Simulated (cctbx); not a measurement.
# HfBe9Zn4 with cctbx, script by script

Library: cctbx 2025.11. The data are simulated by the first script.

## 1. Simulate the data

run.py:

```python
from cctbx import adptbx, crystal, miller, sgtbx, xray
from cctbx.array_family import flex
from iotbx.shelx import hklf
from scitbx import matrix
import scitbx.random

cs = crystal.symmetry(unit_cell=(7.989, 7.989, 10.318, 90, 90, 90), space_group_symbol='Hall: -I 4 2c')  # I4/mcm
atoms = [  # label, site, U (iso, or U11 U22 U33 U12 U13 U23 in A^2), occupancy
    ("Hf1", (0, 0, 0.75), (0.0099, 0.0099, 0.0058, 0.0000, 0.0000, 0.0000), 1),
    ("Zn1", (0.2805, 0.4506, 0), (0.0067, 0.0076, 0.0064, 0.0007, 0.0000, 0.0000), 1),
    ("Be1", (0.1041, 0.3959, 0.1791), (0.0098, 0.0098, 0.0083, -0.0036, -0.0012, 0.0012), 1),
    ("Be2", (0.5, 0, 0), (0.0126, 0.0126, 0.0228, 0.0060, 0.0000, 0.0000), 1),
    ("Be3", (0.185, 0.315, 0.6323), (0.0143, 0.0143, 0.0066, 0.0072, -0.0014, 0.0014), 1),
]
xs = xray.structure(crystal_symmetry=cs)
for label, site, u, occ in atoms:
    u = adptbx.u_cif_as_u_star(cs.unit_cell(), u) if isinstance(u, tuple) else u
    xs.add_scatterer(xray.scatterer(label, site=site, u=u, occupancy=occ))
xs.set_inelastic_form_factors(0.71073, "sasaki")
xs.show_summary()
p1 = xs.expand_to_p1()
ms = miller.build_set(p1, anomalous_flag=True, d_min=0.75)
flex.set_random_seed(452073)
scitbx.random.set_random_seed(452073)
ms = ms.select(flex.random_double(ms.size()) < 0.8)
i = ms.structure_factors_from_scatterers(p1, algorithm="direct").f_calc().as_intensity_array().data()
i = i * 70000 / flex.max(i)
sig = flex.sqrt(i + flex.pow2(0.015 * i) + 15 ** 2)
noise = scitbx.random.variate(scitbx.random.normal_distribution())(i.size())
data = ms.array(data=i + sig * noise, sigmas=sig).set_observation_type_xray_intensity()
with open("data.hkl", "w") as f:
    data.export_as_shelx_hklf(f)
print("reflections written:", data.size(), " <I/sigma> = %.1f" % flex.mean(data.data() / data.sigmas()))
for h, a, b in list(data.sort("data"))[:12]:
    print("%4d%4d%4d %9.1f %7.1f" % (h + (a, b)))
```

```console
$ python run.py
```

```text
Number of scatterers: 5
At special positions: 5
Unit cell: (7.989, 7.989, 10.318, 90, 90, 90)
Space group: I 4/m c m (No. 140)
reflections written: 5279  <I/sigma> = 14.8
   0   0   4   70994.8  1082.9
   0   0  -4   69010.7  1082.9
   2  -2  -2   54156.9   823.7
   2   2  -2   53006.1   823.7
  -2   2  -2   52586.7   823.7
  -2   2   2   52469.4   823.7
   2  -2   2   51247.6   823.7
   0   0   8   41434.9   638.8
   0   0  -8   40715.3   638.8
  -2  -2  -6   32499.3   515.8
   2  -2  -6   32473.2   515.8
  -2  -2   6   32191.4   515.8
```

Run time: 0.35 s on 1 thread of Arm Neoverse V1, on a shared host, peak memory 0.07 GiB.

## 2. Symmetry

run.py:

```python
from cctbx import crystal, sgtbx, statistics
from cctbx.array_family import flex
from iotbx.shelx import hklf

p1 = crystal.symmetry(unit_cell=(7.989, 7.989, 10.318, 90, 90, 90), space_group_symbol="P 1")
raw = hklf.reader(file_name="data.hkl").as_miller_arrays(crystal_symmetry=p1, anomalous=True)[0]
print(raw.size(), "reflections to d = %.3f A" % raw.d_min())
isig = raw.data() / raw.sigmas()
print("centring   violations  <I/sigma> of those")
best = "P"
for c in "ABCIRF":
    a = raw.customized_copy(space_group_info=sgtbx.space_group_info("Hall: %s 1" % c)).sys_absent_flags().data()
    m = flex.mean(isig.select(a))
    print("%5s %10d of %5d %8.1f" % (c, (isig.select(a) > 4).count(True), a.count(True), m))
    if (isig.select(a) > 4).count(True) < 0.01 * a.count(True):
        best = c
raw = raw.select(~raw.customized_copy(space_group_info=sgtbx.space_group_info("Hall: %s 1" % best)).sys_absent_flags().data())
isig = raw.data() / raw.sigmas()
rows = []
for s in sgtbx.space_group_symbol_iterator():
    g = sgtbx.space_group(s)
    if g.conventional_centring_type_symbol() != best or not g.is_compatible_unit_cell(p1.unit_cell(), 1e-3, 0.02):
        continue
    rows.append((s, g))
print("Laue class    unique    Rint  (classes that these axes allow; Friedel mates merged)")
rint = {}
for s, g in rows:
    laue = g.build_derived_patterson_group()
    key = laue.type().hall_symbol()
    if key not in rint:
        m = raw.customized_copy(space_group_info=laue.info(), anomalous_flag=False).merge_equivalents()
        rint[key] = m.r_int()
        print("%-14s %6d %7.3f" % (laue.type().lookup_symbol(), m.array().size(), m.r_int()))
floor = min(rint.values())
good = [(s, g) for s, g in rows if rint[g.build_derived_patterson_group().type().hall_symbol()] < 2 * floor + 0.03]
top = max(g.build_derived_patterson_group().order_z() for s, g in good)
print("space group    extra absences  I>4sigma  <I/sigma>")
for s, g in good:
    laue = g.build_derived_patterson_group()
    if laue.order_z() != top:
        continue
    a = raw.customized_copy(space_group_info=g.info()).sys_absent_flags().data()
    a &= ~raw.customized_copy(space_group_info=laue.info()).sys_absent_flags().data()
    bad = (isig.select(a) > 4).count(True)
    if bad <= 0.03 * a.count(True):
        print("%-16s %8d %10d %9s  %s" % (s.universal_hermann_mauguin(), a.count(True), bad, "%.1f" % flex.mean(isig.select(a)) if a.count(True) else "-", "centric" if g.is_centric() else "acentric"))
laue = max(good, key=lambda t: t[1].build_derived_patterson_group().order_z())[1].build_derived_patterson_group()
f = raw.customized_copy(space_group_info=laue.info(), anomalous_flag=False).merge_equivalents().array().eliminate_sys_absent().f_sq_as_f()
f.set_observation_type_xray_amplitude()
bins = max(3, min(8, f.size() // 12))
f.setup_binner(n_bins=bins)
w = statistics.wilson_plot(f, {e: n / laue.order_z() for e, n in {'Hf': 4.0, 'Zn': 16.0, 'Be': 36.0}.items()}, e_statistics=True)
print("Wilson B = %.2f A^2   <|E^2-1|> = %.3f (0.968 centric, 0.736 acentric)   E^2>4: %.1f %%" % (w.wilson_b, w.mean_e_sq_minus_1, w.percent_e_sq_gt_2))
print("shell (A)         n   <I/sigma>")
m = raw.customized_copy(space_group_info=laue.info(), anomalous_flag=False).merge_equivalents().array().eliminate_sys_absent()
for b in m.setup_binner(n_bins=bins).range_used():
    sel = m.binner().selection(b)
    print("%5.2f - %4.2f %6d %8.1f" % (min(m.binner().bin_d_range(b)[0] if m.binner().bin_d_range(b)[0] > 0 else 99, 99), m.binner().bin_d_range(b)[1], sel.count(True), flex.mean((m.data() / m.sigmas()).select(sel))))
```

```console
$ python run.py
```

```text
5279 reflections to d = 0.752 A
centring   violations  <I/sigma> of those
    A       1140 of  2647     14.9
    B       1130 of  2627     14.8
    C        918 of  2602      9.4
    I          0 of  2654      0.0
    R       1493 of  3548     14.9
    F       1594 of  3938     13.0
Laue class    unique    Rint  (classes that these axes allow; Friedel mates merged)
I 1 2/m 1         863   0.014
I 1 1 2/m         851   0.015
I 2/m 1 1         866   0.014
I m m m           487   0.016
I 4/m             430   0.016
I 4/m m m         267   0.016
space group    extra absences  I>4sigma  <I/sigma>
I 4 2 2                 0          0         -  acentric
I 4 m m                 0          0         -  acentric
I 4 c m               193          0      -0.1  acentric
I -4 m 2                0          0         -  acentric
I -4 c 2              193          0      -0.1  acentric
I -4 2 m                0          0         -  acentric
I 4/m m m               0          0         -  centric
I 4/m c m             193          0      -0.1  centric
Wilson B = 0.56 A^2   <|E^2-1|> = 0.748 (0.968 centric, 0.736 acentric)   E^2>4: 0.0 %
shell (A)         n   <I/sigma>
 6.32 - 1.50     42     93.3
 1.50 - 1.19     36     96.4
 1.19 - 1.04     34     89.1
 1.04 - 0.95     30    101.8
 0.95 - 0.88     33     83.2
 0.88 - 0.83     30     79.5
 0.83 - 0.79     35     67.8
 0.79 - 0.75     27     80.2
```

Time: 0.36 s.

## 3. Patterson map

run.py:

```python
from cctbx import crystal, maptbx
from iotbx.shelx import hklf

cs = crystal.symmetry(unit_cell=(7.989, 7.989, 10.318, 90, 90, 90), space_group_symbol='Hall: -I 4 2c')  # I4/mcm
raw = hklf.reader(file_name="data.hkl").as_miller_arrays(crystal_symmetry=cs, anomalous=True)[0]
merged = raw.eliminate_sys_absent().merge_equivalents()
fo2 = merged.array().set_observation_type_xray_intensity()
f = fo2.average_bijvoet_mates().f_sq_as_f()
pm = f.patterson_map(symmetry_flags=maptbx.use_space_group_symmetry, sharpening=True, resolution_factor=0.25)
peaks = pm.peak_search(parameters=maptbx.peak_search_parameters(min_distance_sym_equiv=0.4, max_clusters=14)).all()
top = peaks.heights()[0]
print("Patterson group", f.patterson_symmetry().space_group_info())
print("      u       v       w   height  length (A)")
for x, h in zip(peaks.sites(), peaks.heights()):
    y = [t - round(t) for t in x]
    print("%7.3f %7.3f %7.3f %8.1f %8.2f" % (x + (1000 * h / top, cs.unit_cell().length(y))))
```

```console
$ python run.py
```

```text
Patterson group I 4/m m m
      u       v       w   height  length (A)
  0.000   0.000   0.000   1000.0     0.00
  0.000   0.000   0.500    636.3     5.16
  0.053   0.220   0.250    226.2     3.15
  0.187   0.263   0.000     95.8     2.58
  0.172   0.172   0.500     94.1     5.51
  0.000   0.435   0.500     92.9     6.22
  0.000   0.124   0.500     88.0     5.25
  0.227   0.227   0.000     84.6     2.57
  0.000   0.140   0.000     44.9     1.12
  0.000   0.082   0.086     39.6     1.10
  0.000   0.000   0.103     39.2     1.06
  0.086   0.086   0.045     36.7     1.07
  0.000   0.000   0.322     34.9     3.32
  0.152   0.152   0.300     30.8     3.54
```

Time: 0.34 s.

## 4. Charge flipping

run.py:

```python
import itertools
from cctbx import crystal, maptbx
from cctbx.array_family import flex
from iotbx.shelx import hklf
from smtbx.ab_initio import charge_flipping as cf

cs = crystal.symmetry(unit_cell=(7.989, 7.989, 10.318, 90, 90, 90), space_group_symbol='Hall: -I 4 2c')  # I4/mcm
raw = hklf.reader(file_name="data.hkl").as_miller_arrays(crystal_symmetry=cs, anomalous=True)[0]
merged = raw.eliminate_sys_absent().merge_equivalents()
fo2 = merged.array().set_observation_type_xray_intensity()
f = fo2.average_bijvoet_mates().f_sq_as_f().resolution_filter(d_min=0.8)
p1 = f.expand_to_p1()
work = p1
flex.set_random_seed(88620)
it = cf.weak_reflection_improved_iterator(delta=None, weak_reflection_fraction=0.2)
it.start(work, phases=flex.random_double(p1.size()) * 6.2832, f_000=0)
it.delta = 1.1 * it.rho_map.sigma()
print("cycle      R  skewness")
for n, st in enumerate(itertools.islice(it, 200)):
    if n % 16 == 0:
        print("%5d %6.3f %8.2f" % (n, st.r1_factor(), st.rho_map.skewness()))
rho = p1.phase_transfer(it.f_calc).fft_map().apply_volume_scaling()
polish = cf.low_density_elimination_iterator(constant_rho_c=rho.sigma())
polish.start(f_obs=p1, phases=it.f_calc, f_000=0)
for _ in range(8):
    next(polish)
print("origin shift          correlation  skewness")
maps = []
for fc, shift, cc in itertools.islice(cf.f_calc_symmetrisations(f, polish.f_calc, 0), 4):
    m = f.phase_transfer(fc).fft_map(symmetry_flags=maptbx.use_space_group_symmetry, resolution_factor=0.25).apply_sigma_scaling()
    maps.append((m.skewness(), cc, m))
    print("%6.3f %6.3f %6.3f %10.3f %9.2f" % (tuple(shift) + (cc, m.skewness())))
skew, cc, m = max((t for t in maps if t[1] > maps[0][1] - 0.04), key=lambda t: t[0])
print("taken: symmetry correlation %.3f, skewness %.2f" % (cc, skew))
peaks = m.peak_search(parameters=maptbx.peak_search_parameters(min_distance_sym_equiv=0.9, max_clusters=10)).all()
sps = cs.special_position_settings(min_distance_sym_equiv=0.5)
print("peak      x       y       z  mult  height/sigma")
for k, (x, h) in enumerate(zip(peaks.sites(), peaks.heights())):
    ss = sps.site_symmetry(x)
    print("Q%-3d %7.4f %7.4f %7.4f %4d %8.1f" % ((k + 1,) + tuple(t % 1 for t in ss.exact_site()) + (ss.multiplicity(), h)))
```

```console
$ python run.py
```

```text
cycle      R  skewness
    0  0.536     0.44
   16  0.380     5.77
   32  0.258     6.27
   48  0.256     6.02
   64  0.263     6.03
   80  0.258     5.84
   96  0.266     5.95
  112  0.243     5.80
  128  0.251     5.85
  144  0.260     5.79
  160  0.253     5.75
  176  0.248     5.83
  192  0.248     5.96
origin shift          correlation  skewness
 0.078  0.918  0.052      0.804      5.18
 0.076  0.417  0.053      0.800      5.02
 0.077  0.416  0.303      0.800      5.02
 0.077  0.916  0.303      0.800      4.83
taken: symmetry correlation 0.804, skewness 5.18
peak      x       y       z  mult  height/sigma
Q1    0.0000  0.5000  0.0000    4     21.5
Q2    0.0000  0.2866  0.2500   16      5.3
Q3    0.1616  0.3384  0.2149   16      2.6
Q4    0.1060  0.3940  0.0000    8      2.5
Q5    0.0510  0.1032  0.5000   16      2.0
Q6    0.1331  0.2196  0.2816   32      1.8
Q7    0.0151  0.1676  0.3143   32      1.7
Q8    0.0960  0.0960  0.2500   16      1.6
Q9    0.1079  0.2967  0.1222   32      1.5
Q10   0.0567  0.4433  0.0879   16      1.4
```

Time: 0.55 s.

## 5. Refinement (model from the peaks)

run.py:

```python
import math
from cctbx import adptbx, crystal, maptbx, sgtbx, xray
from cctbx.array_family import flex
from cctbx.xray import observations
from iotbx.shelx import hklf
from scitbx.lstbx import normal_eqns_solving
from smtbx import absolute_structure, utils
from smtbx.refinement import constraints, least_squares

cs = crystal.symmetry(unit_cell=(7.989, 7.989, 10.318, 90, 90, 90), space_group_symbol='Hall: -I 4 2c')  # I4/mcm
atoms = [  # label, site, U (iso, or U11 U22 U33 U12 U13 U23 in A^2), occupancy
    ("Hf1", (0, 0.5, 0), 0.0200, 1),
    ("Zn1", (0, 0.2866, 0.25), 0.0200, 1),
    ("Be1", (0.1616, 0.3384, 0.2149), 0.0200, 1),
    ("Be2", (0.051, 0.1032, 0.5), 0.0200, 1),
]
xs = xray.structure(crystal_symmetry=cs)
for label, site, u, occ in atoms:
    u = adptbx.u_cif_as_u_star(cs.unit_cell(), u) if isinstance(u, tuple) else u
    xs.add_scatterer(xray.scatterer(label, site=site, u=u, occupancy=occ))
xs.set_inelastic_form_factors(0.71073, "sasaki")
raw = hklf.reader(file_name="data.hkl").as_miller_arrays(crystal_symmetry=cs, anomalous=True)[0]
merged = raw.eliminate_sys_absent().merge_equivalents()
fo2 = merged.array().set_observation_type_xray_intensity()
print("Rint %.3f, %d unique reflections to %.2f A" % (merged.r_int(), fo2.size(), fo2.d_min()))
for sc in xs.scatterers():
    sc.flags.set_grad_site(True)
    sc.flags.set_grad_u_aniso(sc.flags.use_u_aniso())
    sc.flags.set_grad_u_iso(sc.flags.use_u_iso())
obs = fo2.as_xray_observations()
extra = {}
rep = constraints.reparametrisation(xs, [], utils.connectivity_table(xs), **extra)
ls = least_squares.crystallographic_ls(obs, rep, weighting_scheme=least_squares.mainstream_shelx_weighting(a=0, b=0))
print("cycle     R1     wR2    GooF  max shift (A)")
for cycle in range(6):
    ls.build_up()
    r1, wr2, goof = ls.r1_factor(cutoff_factor=2)[0], ls.wR2(), ls.goof()
    old = xs.sites_cart()
    normal_eqns_solving.levenberg_marquardt_iterations(ls, n_max_iterations=3, tau=0.0001, step_threshold=1e-7)
    big = flex.max((xs.sites_cart() - old).norms())
    print("%4d %7.4f %7.4f %7.3f %9.5f" % (cycle + 1, r1, wr2, goof, big))
    ls.build_up(objective_only=True)
    if abs(ls.wR2() - wr2) < 5e-5 and big < 5e-4:
        break
ls.build_up()
print("final R1 %.4f wR2 %.4f GooF %.3f  parameters %d  data/parameter %.1f" % (ls.r1_factor(cutoff_factor=2)[0], ls.wR2(), ls.goof(), ls.n_parameters, fo2.size() / ls.n_parameters))
cov = ls.covariance_matrix_and_annotations()
su = dict(zip(cov.annotations, (math.sqrt(max(v, 0)) for v in cov.matrix.matrix_packed_u_diagonal())))
a2 = cs.unit_cell().reciprocal_parameters()[0] ** -2
print("atom        x        y        z      Ueq    occ   su(xyz)  su(Uiso or U11)")
for sc in xs.scatterers():
    s = max(su.get(sc.label + k, 0) for k in (".x", ".y", ".z"))
    npd = "" if sc.is_positive_definite_u(cs.unit_cell()) else "  NPD"
    print("%-5s %8.5f %8.5f %8.5f %8.4f %6.3f %8.5f %7.4f%s" % ((sc.label,) + sc.site + (sc.u_iso_or_equiv(cs.unit_cell()), sc.occupancy, s, su.get(sc.label + ".uiso", su.get(sc.label + ".u11", 0) * a2), npd)))
fo = fo2.f_sq_as_f()
fc = fo.structure_factors_from_scatterers(xs, algorithm="direct").f_calc()
diff = fo.f_obs_minus_f_calc(1 / math.sqrt(ls.scale_factor()), fc).average_bijvoet_mates()
m = diff.fft_map(symmetry_flags=maptbx.use_space_group_symmetry, resolution_factor=0.25).apply_volume_scaling()
print("difference map: max %.2f min %.2f rms %.2f" % (m.statistics().max(), m.statistics().min(), m.statistics().sigma()))
peaks = m.peak_search(parameters=maptbx.peak_search_parameters(min_distance_sym_equiv=0.6, max_clusters=6)).all()
near = xs.closest_distances(peaks.sites(), distance_cutoff=4)
sps = cs.special_position_settings(min_distance_sym_equiv=0.5)
for k, (x, h) in enumerate(zip(peaks.sites(), peaks.heights())):
    ss = sps.site_symmetry(x)
    print("Q%-3d %7.4f %7.4f %7.4f %4d %7.2f  %.2f A from %s" % ((k + 1,) + tuple(t % 1 for t in ss.exact_site()) + (ss.multiplicity(), h, near.smallest_distances[k], xs.scatterers()[near.i_seqs[k]].label)))
```

```console
$ python run.py
```

```text
Rint 0.016, 238 unique reflections to 0.75 A
cycle     R1     wR2    GooF  max shift (A)
   1  0.6166  0.8759 100.243   0.75106
   2  0.5026  0.8051  92.139   0.99049
   3  0.4960  0.8005  91.614   0.45751
   4  0.4960  0.8017  91.743   0.48735
   5  0.4955  0.8005  91.609   0.33366
   6  0.4900  0.7979  91.309   0.07451
final R1 0.4924 wR2 0.7982 GooF 91.352  parameters 9  data/parameter 26.4
atom        x        y        z      Ueq    occ   su(xyz)  su(Uiso or U11)
Hf1    0.00000  0.50000  0.00000   0.0285  1.000  0.00000  0.0052
Zn1    0.00000  0.27855  0.25000   0.0839  1.000  0.00583  0.0126
Be1    0.20606  0.29394  0.22753   0.0001  1.000  0.01670  0.0267
Be2    0.15409  0.07598  0.50000   0.0007  1.000  0.02372  0.0330
difference map: max 122.65 min -37.23 rms 6.63
Q1    0.0000  0.5000  0.0000    4  122.65  0.00 A from Hf1
Q2    0.0632  0.2796  0.2479   32   49.74  0.51 A from Zn1
Q3    0.2137  0.2863  0.2142   16   24.91  0.16 A from Be1
Q4    0.1604  0.3396  0.5000    8   20.54  1.81 A from Hf1
Q5    0.1445  0.3555  0.2075   16   19.82  0.73 A from Be1
Q6    0.1303  0.2084  0.0000   16   18.93  0.61 A from Be2
```

Time: 0.83 s.

Figures of merit this high mean that the model is still wrong or incomplete.

## 6. Charge flipping

run.py, as its changes from the last script of this kind:

```diff
@@ -13,2 +13,3 @@
-work = p1
-flex.set_random_seed(88620)
+p1.setup_binner_counting_sorted(reflections_per_bin=max(40, p1.size() // 12))
+work = p1.array(data=p1.data() / p1.amplitude_quasi_normalisations().data())
+flex.set_random_seed(88621)
@@ -19,2 +20,2 @@
-for n, st in enumerate(itertools.islice(it, 200)):
-    if n % 16 == 0:
+for n, st in enumerate(itertools.islice(it, 400)):
+    if n % 33 == 0:
```

```console
$ python run.py
```

```text
cycle      R  skewness
    0  0.548     0.23
   33  0.472     2.09
   66  0.444     4.80
   99  0.441     4.43
  132  0.460     4.39
  165  0.449     4.44
  198  0.445     4.34
  231  0.441     4.39
  264  0.447     4.15
  297  0.428     4.19
  330  0.441     4.42
  363  0.469     4.18
  396  0.437     4.36
origin shift          correlation  skewness
 0.433  0.196  0.279      0.794      2.49
 0.464  0.932  0.096      0.822      1.03
 0.432  0.696  0.279      0.794      2.72
 0.379  0.002  0.221      0.840      0.80
taken: symmetry correlation 0.794, skewness 2.72
peak      x       y       z  mult  height/sigma
Q1    0.0000  0.5000  0.0000    4     15.5
Q2    0.0000  0.2847  0.2500   16      4.8
Q3    0.1941  0.2162  0.5000   16      4.2
Q4    0.0678  0.1046  0.0000   16      3.5
Q5    0.0302  0.2279  0.1461   32      2.5
Q6    0.0000  0.0000  0.0926    8      2.2
Q7    0.1387  0.1955  0.3889   32      1.8
Q8    0.1991  0.3009  0.3288   16      1.8
Q9    0.1591  0.3409  0.4416   16      1.7
Q10   0.0510  0.4490  0.1269   16      1.7
```

Run time: 0.63 s on 1 thread of Arm Neoverse V1 (shared host), peak memory 0.08 GiB.

[Logs are printed without paths, hosts, clocks, repeated set-up lines and the standing remarks that a program may print on its own settings, such as how far it seeks lower states.]
